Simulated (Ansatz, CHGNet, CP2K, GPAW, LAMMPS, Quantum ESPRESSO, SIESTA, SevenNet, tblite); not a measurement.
**tblite on free surface of ionic liquid triethylsulfonium formate with water at 340 K (81 atoms): settings against a plane-wave reference**

Wanted: tblite inputs and outputs for free surface of ionic liquid triethylsulfonium formate with water at 340 K (81 atoms), checked against a plane-wave reference.

Calculated with tblite 0.8.0; the method is named at each step.

## Step 1: Set-up

The cell holds 81 atoms: 21 C, 3 S, 50 H and 7 O. Cell: a = 8.574 Å, b = 8.574 Å, c = 21.346 Å, α = 90.0°, β = 90.0°, γ = 90.0°. 3 triethylsulfonium, 3 formate, 1 H2O placed at random, at 1.02 g/cm³, as a film with 10 Å of vacuum; overlaps pushed apart, then 10 ps at 390 K with MMFF94 bonds, angles, torsions, charges and radii (Halgren, J. Comput. Chem. 17, 490 (1996)) in harmonic and 12-6 forms; SPC/E water (Berendsen, Grigera and Straatsma, J. Phys. Chem. 91, 6269 (1987)); charges of ions scaled by 0.8. Snapshot after 30 ps at 340 K and fixed volume. Vacuum lies along c.

The yardstick, on the same geometry:

| Item | Value |
| --- | --- |
| method | Kohn-Sham DFT, PBE, PAW, plane waves (Ansatz 0.2.0); cutoff 420 eV, Γ point, fermi-dirac smearing of 0.05 eV; PAW set soft_2 |
| r.m.s. force component | 0.8353 eV/Å |
| longest force | 3.282 eV/Å |
| gap (highest filled to lowest empty level) | 1.984 eV |
| SCF cycles | 10 |
| time | 4.4 s on 8 threads of Arm Neoverse V2, shared host |
| CPU time | 31 s |

## Step 2: GFN2-xTB

Method: GFN2-xTB tight binding, diagonalisation.

run.py reads:

```python
import numpy as np
from ase.io import read
from tblite.ase import TBLite

atoms = read("structure.xyz")
atoms.calc = TBLite(method="GFN2-xTB", electronic_temperature=580, accuracy=1.0, max_iterations=250, mixer_damping=0.4, verbosity=1)
energy = atoms.get_potential_energy()
forces = atoms.get_forces()
print(f"energy {energy:.6f} eV")
print("forces (eV/A)")
for i, (a, f) in enumerate(zip(atoms, forces)):
    print(f"{i:4d} {a.symbol:2s} {f[0]:10.5f} {f[1]:10.5f} {f[2]:10.5f}")
print("charges (e)")
print(np.array2string(atoms.get_charges(), precision=4, suppress_small=True, max_line_width=110, threshold=100000))
```

structure.xyz reads:

```xyz
81
Lattice="8.57364 0.00000 0.00000 0.00000 8.57364 0.00000 0.00000 0.00000 21.34624" Properties=species:S:1:pos:R:3 pbc="T T T"
C 8.30168 2.49870 8.17646
C 0.79375 2.07645 7.20030
S 2.27673 1.39039 8.16088
C 2.09300 8.31849 7.38110
C 3.37801 7.63140 7.75765
C 3.43726 1.98994 6.87925
C 3.66180 3.43117 7.14480
H 7.44192 2.94342 7.60993
H 7.87737 1.59993 8.61278
H 0.22489 3.24152 8.93255
H 1.22500 2.88649 6.60239
H 0.29648 1.29633 6.59001
H 1.14784 7.83571 7.78754
H 2.16390 8.40114 6.30226
H 3.19248 6.57624 7.96129
H 4.15393 7.63114 6.99217
H 3.85171 7.88106 8.71161
H 3.02744 1.87643 5.86595
H 4.41971 1.50682 6.83699
H 2.71287 4.02610 7.37128
H 4.26230 3.57555 8.00527
H 4.28913 3.94105 6.36203
C 6.56526 6.00824 3.20898
C 5.17325 6.64714 3.40793
S 4.04290 5.19288 3.60751
C 3.78826 4.57232 1.85968
C 4.59556 3.32717 1.81763
C 2.51653 6.27282 3.56760
C 1.31845 5.50856 4.01395
H 6.93710 5.25907 3.90999
H 7.35215 6.78586 3.35712
H 6.63986 5.54612 2.22535
H 4.84668 7.07823 2.44585
H 5.08177 7.35284 4.28654
H 4.07411 5.24089 1.10616
H 2.73971 4.27259 1.83172
H 4.66132 2.92816 0.84873
H 4.21360 2.51311 2.47744
H 5.56258 3.44360 2.25416
H 2.45798 7.18008 4.15675
H 2.50522 6.57007 2.51523
H 1.50716 5.16742 5.01978
H 1.18668 4.65600 3.32340
H 0.48715 6.20689 4.12089
C 1.09640 6.18057 19.66181
C 2.11563 7.31717 19.90217
S 1.36570 0.36532 19.40736
C 2.79929 1.44749 19.64516
C 3.42740 1.65977 18.30888
C 0.56243 0.64585 21.06596
C 7.68687 0.07356 21.14217
H 1.51676 5.15910 19.77879
H 0.64088 6.25790 18.59279
H 0.23612 6.25721 20.31543
H 2.55417 7.31091 20.93468
H 2.97745 7.21849 19.20265
[... 21 atom lines left out ...]
H 5.50899 5.23215 18.83037
O 5.92850 1.47792 4.92671
H 6.30480 0.67037 5.38096
H 6.59519 1.83270 4.27138
```

The run is started by

```sh
$ OMP_NUM_THREADS=1 python run.py > output.txt
```

What it wrote:

```text
------------------------------------------------------------
  cycle        total energy    energy error   density error
------------------------------------------------------------
      1     -107.6155508021  -1.0873045E+02   1.7868466E-01
      2     -108.3089183472  -6.9336755E-01   7.6203059E-02
      3     -108.3464604319  -3.7542085E-02   4.3187765E-02
      4     -108.3597971824  -1.3336751E-02   1.2829859E-02
      5     -108.3610549212  -1.2577389E-03   5.7461008E-03
      6     -108.3623635919  -1.3086707E-03   1.2919337E-03
      7     -108.3623722095  -8.6175521E-06   4.7941214E-04
      8     -108.3623748522  -2.6427139E-06   2.2516463E-04
      9     -108.3623755184  -6.6617150E-07   8.9028206E-05
     10     -108.3623756398  -1.2141577E-07   2.5218385E-05
     11     -108.3623756451  -5.2933018E-09   1.2649963E-05
------------------------------------------------------------
 total:                                   2.516 sec
energy -2948.690434 eV
forces (eV/A)
   0 C     0.18937    1.49873    0.36822
   1 C    -0.43519   -0.15121    0.32492
   2 S    -1.06844   -0.17277   -2.41126
   3 C     0.21560   -0.41322    1.09712
   4 C     0.75745   -2.09374    0.78834
   5 C     0.65273    0.12895   -0.78234
   6 C    -0.15813    2.42282   -0.25291
   7 H     0.96534    0.09117    0.54847
   8 H     0.18417    0.17056    0.59275
   9 H    -1.48505   -1.28836   -1.10036
  10 H    -0.55713   -0.18979    0.14026
  11 H     0.84156    0.26011    0.04202
  12 H     1.12875    0.44310   -0.74588
  13 H    -0.89610    0.27182    0.00095
  14 H    -0.25790   -0.40746   -0.41916
  15 H    -0.18557    0.43102    0.03496
  16 H    -0.21449    0.80592   -0.14227
  17 H    -0.28798   -0.27633    0.38845
  18 H    -0.20179   -0.30293    0.36391
  19 H     1.09976   -0.63572   -0.76005
  20 H     0.59449   -0.07066    1.19500
  21 H    -1.02423   -0.59475    0.27410
  22 C     0.93368    1.15052    0.29543
  23 C     0.76840   -0.95548   -0.11402
[...]
73 H    -0.91097   -0.82913    0.87323
  74 O     1.60504    1.62895   -0.53753
  75 C    -1.44859    1.49431    1.37119
  76 O    -0.35602   -2.38776   -0.94698
  77 H    -0.11329   -0.70737    0.25048
  78 O    -0.20320    0.44249   -0.29102
  79 H    -0.32164    1.47289   -1.02941
  80 H    -0.57401   -0.84617    0.98260
charges (e)
[-0.0976 -0.0453  0.2314 -0.0361 -0.1136 -0.047  -0.104   0.0905  0.0559  0.0334  0.0977  0.1217  0.1055
  0.1089  0.0515  0.0821  0.045   0.1012  0.1332  0.0355  0.0483  0.0761 -0.1063 -0.034   0.2447 -0.0332
 -0.1134 -0.0505 -0.1138  0.0677  0.0724  0.0554  0.0918  0.1104  0.124   0.077   0.0799  0.0512  0.0675
  0.1018  0.0748  0.0616  0.0492  0.1004 -0.0953 -0.0282  0.2232 -0.0243 -0.0935 -0.0621 -0.105   0.0739
  0.0327  0.0706  0.0982  0.0852  0.1015  0.1082  0.0418  0.0461  0.081   0.0804  0.1299  0.0652  0.0648
  0.0812 -0.552   0.365  -0.6035 -0.1346 -0.5948  0.355  -0.5834 -0.1015 -0.5923  0.3597 -0.6128 -0.1321
 -0.7089  0.3116  0.2959]
```

Elapsed: 3 s, on 1 thread of Arm Neoverse V2, shared host; peak memory 0.18 GiB.

Banners, paths, timers and routine set-up lines are dropped from the logs unmarked, and long logs keep their key lines alone; longer cuts are marked.

Against the reference:

| Item | Value |
| --- | --- |
| r.m.s. force component | 0.9057 eV/Å |
| r.m.s. difference of force components | 374.6 meV/Å |
| longest difference of force vectors | 1777 meV/Å |
| force difference over r.m.s. force | 44.85 % |
| slope of forces against the reference's | 0.9874 |
| correlation of force components | 0.9105 |

Length of the force difference by element (eV/Å):

```
element  atoms  mean  most
      C     21  0.56   1.8
      H     50  0.32  0.89
      O      7   1.5   1.7
      S      3  0.71  0.74
```

A closer look about O71, which bears the longest force: 9 atoms, nearest first, numbered in the order of the input, with positions taken from that point.

```
atom      x      y      z  distance (Å)  bonds  Mulliken charge (e)     Fx     Fy  Fz (eV/Å)
 O71   0.00   0.00   0.00          0.00      1                -0.59  -2.26   2.34       0.43
 C72  -1.08   0.69   0.11          1.29      3                 0.35   2.49  -0.90      -1.61
 H74  -1.91   0.14   0.53          1.99      1                -0.10  -0.91  -0.83       0.87
 O73  -1.41   1.83  -0.32          2.33      1                -0.58   1.24  -1.89       1.50
 H13   1.74   1.51   1.19          2.60      1                 0.11   1.13   0.44      -0.75
 H44   1.08  -0.12  -2.48          2.71      1                 0.10   0.06  -0.51      -0.37
 H42   2.10  -1.16  -1.58          2.87      1                 0.06  -0.09  -0.41       0.26
 H30  -1.04  -1.06  -2.69          3.07      1                 0.07  -0.92  -0.13       0.35
 C29   1.92  -0.81  -2.58          3.32      4                -0.11  -0.09  -0.58      -0.30
```

Atoms are counted from 1 here, from 0 in the log.

Forces lie 45 % from the reference's, at 0.098 times its CPU time (on 1 against 8 cores).

Left out of this page: tblite IPEA1-xTB (killed or ended with an error).

## Step 3: Summary of results

```
force difference from the reference : tblite GFN2-xTB, 45 %
its CPU time                        : 3 s
```

What this shows: Tight binding differs by 45 % (tblite GFN2-xTB); it is another model, with fitted parameters of its own, and the xTB methods hold dispersion. One electronic-structure run takes under half the reference's CPU time: tblite GFN2-xTB, at 45 % in 3 s against 31 s. Periodic xTB results under one method name differ between programs and library versions. The network of contacts between molecules at the start is that of the classical potential that made the cell, and needn't be the one that DFT or experiment would give. The reference's PBE has no dispersion term, which matters for the binding between molecules or layers. The electronic-structure runs sample only Γ, in a cell whose shortest periodic width is 9 Å.

[Also dropped from logs without a mark: logging warnings of Python, and SIESTA's first energy breakdown and zero terms.]

[Logs are printed without paths, hosts, clocks, repeated set-up lines and the standing remarks that a program may print on its own settings, such as how far it seeks lower states.]

[Hosts, paths, dates, database ids (printed as entryN), source tags and the programs' standing remarks are cut or masked in the printed files.]

[The MMFF94 radii named for the starting cell were scaled by 0.96; in molecules described by MMFF94, hydrogen bound to N, O or S took a small fixed 12-6 site in their place.]
